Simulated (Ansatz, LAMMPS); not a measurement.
# Static equation of state of glassy 72SiO2-20Al2O3-4ZnO-4BaO (mol %) (83 atoms)

Density of this cell: 2.75 g/cm³. The cell holds 83 atoms: 18 Si, 10 Al, 1 Zn, 1 Ba and 53 O. Cell: a = 10.293 Å, b = 10.212 Å, c = 10.497 Å, α = 89.0°, β = 88.9°, γ = 89.1°. The starting structure: 83 atoms (18 Si, 10 Al, 1 Zn, 1 Ba, 53 O) placed at random at 2.62 g/cm³, melted at 4000 K for 10 ps at fixed volume with the Morse and Coulomb pair potential with partial charges (Pedone, Malavasi, Menziani, Cormack and Segre, J. Phys. Chem. B 110, 11780 (2006)). Quenched from 4000 K to 300 K at 20 K/ps and fixed volume, held 10 ps at zero pressure, then minimised at fixed cell.

Calculated with Ansatz 0.2.0: Kohn-Sham DFT, PBE, PAW (set soft_2), plane waves; cutoff 420 eV, Γ point, fixed occupations. Cell and atoms were relaxed first, to V0 = 13.288 Å³ an atom at a residual P0 = 0.000 GPa. The cell was then scaled evenly, and the atoms were relaxed at each volume.

```
volume (Å³/atom)  pressure (GPa)
          11.959               ?
          12.491           3.868
          12.890           1.837
          13.687          -1.652
          14.085          -3.199
```

**Question.** Fit the third-order Birch–Murnaghan equation to the rows given and extrapolate to the withheld row.

Worked fit:

Take the Eulerian strain f = ½[(V0/V)^(2/3) − 1] and the normalised pressure F = (P − P0) / [3f(1 + 2f)^(5/2)]. The third-order Birch–Murnaghan equation is then the line F = B0 + (3/2)B0(B′ − 4) f, so u = f and v = F.

```
      u = f  v = F (GPa)
  0.0210564      55.2414
  0.0102567      56.7490
-0.00975645      59.2935
 -0.0190506      61.6743
```

With n = 4: mean u = 6.2652e-4, mean v = 58.2396, Σ(u − ū)² = 0.0010051, Σ(u − ū)(v − v̄) = -0.15413. Slope b = -0.15413 / 0.0010051 = -153.35; intercept a = v̄ − b ū = 58.336.

So B0 = a = 58.3 GPa and B′ = 4 + 2b/(3a) = 2.25. At the withheld volume f = 0.03638, F = a + b f = 52.76 GPa, and P = P0 + 3f(1 + 2f)^(5/2) F.

Prediction at 11.959: 6.863 GPa. The run gave 6.908 GPa, so the fit is low by 0.045 GPa (0.65 % of the value).

Among the rows given, the largest miss of the fit is at 14.085, by 0.022 GPa (0.21 % of the range of the table).

Limits: Static cells at zero temperature; the cell shape is held. The program notes that the SCF threshold of these relaxations is loose for the stress. The quench rate of 20 K/ps is many orders above laboratory rates, so the cell is likely richer in defects and strain than a real sample. The network of bonds at the start is that of the classical potential that made the cell, and needn't be the one that DFT or experiment would give. Only the Γ point is sampled, in a cell whose shortest periodic width is 10 Å.

[Logs are printed without paths, hosts, clocks, repeated set-up lines and the standing remarks that a program may print on its own settings, such as how far it seeks lower states.]

[Hosts, paths, dates, database ids (printed as entryN), source tags and the programs' standing remarks are cut or masked in the printed files.]
